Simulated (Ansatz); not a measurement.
# GaN/AlN superlattices of n and n bilayers along [0001]: modes against thickness, part 2 of 2

Aim: how do the zone-centre modes of GaN/AlN superlattices of n and n bilayers along [0001] change with n?

Ansatz 0.2.0; DFT LDA, scalar-relativistic, plane waves, PAW; PAW set soft_1.

So far. Step 4 (Modes of this member: n = 1): Without the field, and with the three translations set apart, the lowest mode of the cell is real, 185 cm⁻¹, and the highest lies at 715.8 cm⁻¹. Step 6 (A member of the series: n = 4): The largest force component left is 0.76 meV/Å. The relaxed cell has a = 3.120, c = 20.182 Å (conventional setting).

The structure was built from a prototype and need not be the compound's stable phase.

**7. Modes of this member: n = 4**

The zone-centre modes follow for n = 4, with the response to a field.

input.yaml reads:

```yaml
crystal:
  lattice:
    - [3.1201124427, 0.0, 0.0]
    - [-1.5600562214, 2.702096638, 0.0]
    - [0.0, 0.0, 20.1815432425]
  atoms:
    - { symbol: Ga, position: [0.3333333333, 0.6666666667, -0.004195716] }
    - { symbol: "N", position: [0.3333333333, 0.6666666667, 0.0918893458] }
    - { symbol: Ga, position: [0.6666666667, 0.3333333333, 0.1235824474] }
    - { symbol: "N", position: [0.6666666667, 0.3333333333, 0.2197034443] }
    - { symbol: Ga, position: [0.3333333333, 0.6666666667, 0.2513997622] }
    - { symbol: "N", position: [0.3333333333, 0.6666666667, 0.3475136993] }
    - { symbol: Ga, position: [0.6666666667, 0.3333333333, 0.3793741209] }
    - { symbol: "N", position: [0.6666666667, 0.3333333333, 0.4757227432] }
    - { symbol: Al, position: [0.3333333333, 0.6666666667, 0.5041089237] }
    - { symbol: "N", position: [0.3333333333, 0.6666666667, 0.59741017] }
    - { symbol: Al, position: [0.6666666667, 0.3333333333, 0.6262404947] }
    - { symbol: "N", position: [0.6666666667, 0.3333333333, 0.7194837242] }
    - { symbol: Al, position: [0.3333333333, 0.6666666667, 0.7483041156] }
    - { symbol: "N", position: [0.3333333333, 0.6666666667, 0.8415529294] }
    - { symbol: Al, position: [0.6666666667, 0.3333333333, 0.8702815392] }
    - { symbol: "N", position: [0.6666666667, 0.3333333333, 0.9636282562] }
kpoints:
  mp_grid: { grid: [9, 9, 2] }
hamiltonian:
  xc: lda
  pseudopotentials: { kind: paw, azcp: { folder: soft_1 }, xc_functional: pbe }
scf:
  occupations: { method: fixed }
output:
  eigenvalues: true
phonons:
  method: dfpt
  dielectric: true
  rigid_motions: translations
```

On the command line:

```
> ansatz run input.yaml --threads 8 --pin off --max-ram 20480MiB --backend cpu --events-out ev --progress --plain --runs-dir out
```

The job ended after 7 min (8 threads of Arm Neoverse V2, shared host; peak memory 3 GiB).

This step gave:

```yaml
sum_rule_residual_before_enforcement: 1.02e-4 eV/Å²
miss_of_the_charge_sum_rule: 0.06641 e
estimated_error_of_the_dielectric_tensor: 0.04347
estimated_error_of_the_born_charges: 0.02532 e
mean_high_frequency_dielectric_constant: 5.037
largest_born_charge_third_of_the_trace: 2.704 e
mean_static_dielectric_constant: 9.241
top_of_the_zone_centre_spectrum_with_the_field: 879.2 cm⁻¹
highest_mode_at_the_zone_centre_of_this_cell_no_lo_to_term: 848.9 cm⁻¹
lowest_mode_at_the_zone_centre_of_this_cell_translations_apart: 71.16 cm⁻¹
```

Without the LO-TO term. Patterns of degenerate modes are one choice out of their space. Modes at Γ, with each element's share of the kinetic energy; the lowest 24 and highest 6 of 48:

```
mode  frequency (cm⁻¹)  symmetry  Ga %  N %  Al %
   1               0.0  acoustic    56   22    22
   2               0.0  acoustic    56   22    22
   3               0.0  acoustic    56   22    22
   4              71.2         E    69   19    12
   5              71.2         E    69   19    12
   6              75.9         E    39   25    36
   7              75.9         E    39   25    36
   8             121.5         E    70   17    13
   9             121.5         E    70   17    13
  10             128.9         E    74   16    10
  11             128.9         E    74   16    10
  12             144.9        A1    66   19    15
  13             154.6         E    29   25    45
  14             154.6         E    29   25    45
  15             156.3        A1    36   26    38
  16             197.1         E     6   30    65
  17             197.1         E     6   30    65
  18             229.3         E     1   29    70
  19             229.3         E     1   29    70
  20             265.6        A1    74   13    13
  21             289.6        A1    57   16    27
  22             341.5        A1    61   11    27
  23             424.7        A1    13   22    65
  24             511.4        A1     3   13    84
  43             714.5        A1     8   91     1
  44             722.2        A1     5   95     0
  45             754.6        A1     4   83    13
  46             782.1        A1     3   76    21
  47             828.1        A1     2   71    27
  48             848.9        A1     0   68    31
```

Displacements in mode 4 (71.2 cm⁻¹), the largest set to 1:
```
Ga1  0.18 -0.96  0.00
N2   0.08 -0.43  0.00
Ga3  0.07 -0.40  0.00
N4  -0.08  0.44  0.00
Ga5 -0.09  0.51  0.00
N6  -0.18  0.96  0.00
Ga7 -0.19  1.00  0.00
N8  -0.12  0.65  0.00
Al9 -0.11  0.62  0.00
N10 -0.04  0.21  0.00
Al11-0.03  0.16  0.00
N12  0.06 -0.30  0.00
Al13 0.06 -0.35  0.00
N14  0.13 -0.71  0.00
Al15 0.14 -0.75  0.00
N16  0.17 -0.93  0.00
```

Displacements in mode 12 (144.9 cm⁻¹), the largest set to 1:
```
Ga1  0.00  0.00  1.00
N2   0.00  0.00  0.72
Ga3  0.00  0.00  0.46
N4   0.00  0.00 -0.01
Ga5  0.00  0.00 -0.42
N6   0.00  0.00 -0.74
Ga7  0.00  0.00 -0.98
N8   0.00  0.00 -0.94
Al9  0.00  0.00 -0.79
N10  0.00  0.00 -0.59
Al11 0.00  0.00 -0.32
N12  0.00  0.00 -0.04
Al13 0.00  0.00  0.28
N14  0.00  0.00  0.53
Al15 0.00  0.00  0.78
N16  0.00  0.00  0.88
```

Levels of the cell without the LO-TO term. Lines of the infrared spectrum (strongest = 100):

```
position (cm⁻¹)  label  relative intensity
             71      E                 0.0
             76      E                 0.0
            122      E                 0.0
            129      E                 0.0
            145     A1                 0.1
            155      E                 0.0
            156     A1                 0.0
            197      E                 0.0
            229      E                 0.0
            266     A1                 0.0
            290     A1                 0.1
            342     A1                 0.0
            425     A1                 1.0
            511     A1                 0.6
            573     A1                 100
            579      E                  43
            583      E                  45
            586      E                 1.7
            590      E                 0.3
            640      E                 0.5
            644      E                 0.1
            649      E                  46
            654      E                  66
            703     A1                 0.1
            714     A1                 0.0
            722     A1                 0.1
            755     A1                 0.0
            782     A1                 7.7
            828     A1                 6.9
            849     A1                 0.0
```

Without the field, and with the three translations set apart, the lowest mode of the cell is real, 71.2 cm⁻¹, and the highest lies at 848.9 cm⁻¹.

**8. All members side by side**

The members are set side by side, also those not shown above.

Levels are modes at the zone centre of the cell, translations apart, without the LO-TO term; they are counted by rank, so a column need not follow one mode. The axis is the Cartesian z axis of the cell. Cells along the series:

```
n  atoms in the cell  space group  volume (Å³/atom)  first cell vector (Å)  period along the axis (Å)  lowest level (cm⁻¹)  second level from below (cm⁻¹)  third level from below (cm⁻¹)  highest level (cm⁻¹)  IR-weighted mean mode (cm⁻¹)  gap on mesh (eV)  ε∞ along the axis  ε∞ across the axis, mean  ε0 along the axis  ε0 across the axis, mean  largest Born charge in size, a third of the trace (e)  top mode with the field, highest of q along x, y and z (cm⁻¹)
1                  4         P3m1             10.64                  3.119                      5.053                185.1                           424.6                          577.9                 715.8                         610.7              3.09              5.132                     4.969              9.937                     8.825                                                  2.646                                                          828.6
2                  8         P3m1             10.64                  3.119                       10.1                119.1                           138.2                          207.8                 785.1                         611.6             2.973              5.138                     4.972              10.05                     8.811                                                  2.699                                                          858.6
3                 12         P3m1             10.63                   3.12                      15.14                90.61                           98.06                          137.1                   827                         612.3             2.811              5.139                     4.979              10.08                     8.808                                                  2.701                                                          872.6
4                 16         P3m1             10.63                   3.12                      20.18                71.16                           75.91                          121.5                 848.9                         612.8             2.653              5.144                     4.983              10.11                     8.808                                                  2.704                                                          879.2
```

**9. Summary of results**

* members: 4
* highest level (no LO-TO term), n = 1: 715.8 cm⁻¹
* highest level (no LO-TO term), n = 4: 848.9 cm⁻¹

From n = 1 to 4 the lowest level goes from 185.1 to 71.2 cm⁻¹ and the highest from 715.8 to 848.9 cm⁻¹. These are levels by rank and need not be the same mode. The cells are relaxed freely, with no substrate to hold their plane. These are harmonic frequencies at zero temperature: anharmonic shifts, linewidths and thermal expansion are left out. The PAW files were made for PBE; the program adapts parts of them to the functional of the run, but their partial waves stay those of PBE, an approximation that was not tested in this session.

[Logs are printed without paths, hosts, clocks, repeated set-up lines and the standing remarks that a program may print on its own settings, such as how far it seeks lower states.]

[Hosts, paths, dates, database ids (printed as entryN), source tags and the programs' standing remarks are cut or masked in the printed files.]
